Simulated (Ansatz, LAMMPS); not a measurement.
**A faulty run on liquid mixture of ethanethiol and H2O at 300 K (108 atoms)**

Program: Ansatz 0.2.0. The cell: 18 C, 9 S, 72 H and 9 O.

Input file input.yaml:

```yaml
crystal:
  lattice:
    - [11.1203, 0.0, 0.0]
    - [0.0, 11.1203, 0.0]
    - [0.0, 0.0, 11.1203]
  atoms:
    - { symbol: C, position: [0.26042, 0.03493, 0.37013] }
    - { symbol: C, position: [0.19052, 0.97137, 0.4705] }
    - { symbol: S, position: [0.03425, 0.97385, 0.44246] }
    - { symbol: H, position: [0.35125, 0.04666, 0.39059] }
    - { symbol: H, position: [0.23176, 0.12795, 0.37398] }
    - { symbol: H, position: [0.24663, 0.99664, 0.28253] }
    - { symbol: H, position: [0.19764, 0.02876, 0.55933] }
    - { symbol: H, position: [0.21398, 0.87723, 0.495] }
    - { symbol: H, position: [0.04159, 0.96065, 0.32116] }
    - { symbol: C, position: [0.67978, 0.20624, 0.4397] }
    - { symbol: C, position: [0.80316, 0.25939, 0.45787] }
    - { symbol: S, position: [0.87232, 0.29253, 0.31614] }
    - { symbol: H, position: [0.67869, 0.13699, 0.36577] }
    - { symbol: H, position: [0.62294, 0.2847, 0.41039] }
    - { symbol: H, position: [0.64435, 0.16944, 0.52309] }
    - { symbol: H, position: [0.85583, 0.19137, 0.50446] }
    - { symbol: H, position: [0.80228, 0.34192, 0.50577] }
    - { symbol: H, position: [0.84709, 0.1834, 0.26373] }
    [... 84 atom lines left out ...]
    - { symbol: O, position: [0.89041, 0.32088, 0.83968] }
    - { symbol: H, position: [0.95362, 0.25832, 0.82639] }
    - { symbol: H, position: [0.92185, 0.40116, 0.81413] }
    - { symbol: O, position: [0.33494, 0.38141, 0.73962] }
    - { symbol: H, position: [0.30982, 0.46334, 0.71236] }
    - { symbol: H, position: [0.29517, 0.31922, 0.68826] }
kpoints:
  mp_grid: { grid: [1, 1, 1] }
hamiltonian:
  xc: lda
scf:
  occupations: { method: fermi_dirac, width: 0.3 }
  n_extra_bands: 0
  max_iter: 75
output:
  forces: true
```

On the command line:

```
> ansatz run input.yaml --threads 4 --pin off --max-ram 8192MiB --backend cpu --events-out ev --progress --plain --runs-dir out
```

The program printed:

```text
Error: inconsistent input (scf.n_extra_bands, scf.occupations.method): n_bands = 126 leaves no empty band above the 126 bands per channel that the deck's 252 electrons occupy, and the occupations search for the Fermi level (a smearing at a finite width, or tetrahedra): [...]
```

Wall time 0.07 s (4 threads of Arm Neoverse V2, shared host); peak memory 0.081 GiB; 0.12 s of CPU time.

What is at fault here, and what would mend it?

Too few bands: scf.n_extra_bands = 0, scf.occupations.method = "fermi_dirac" and scf.occupations.width = 0.3.

The fix is to take out scf.n_extra_bands.

The program refused it before any cycle.

[Logs are printed without paths, hosts, clocks, repeated set-up lines and the standing remarks that a program may print on its own settings, such as how far it seeks lower states.]

[Hosts, paths, dates, database ids (printed as entryN), source tags and the programs' standing remarks are cut or masked in the printed files.]
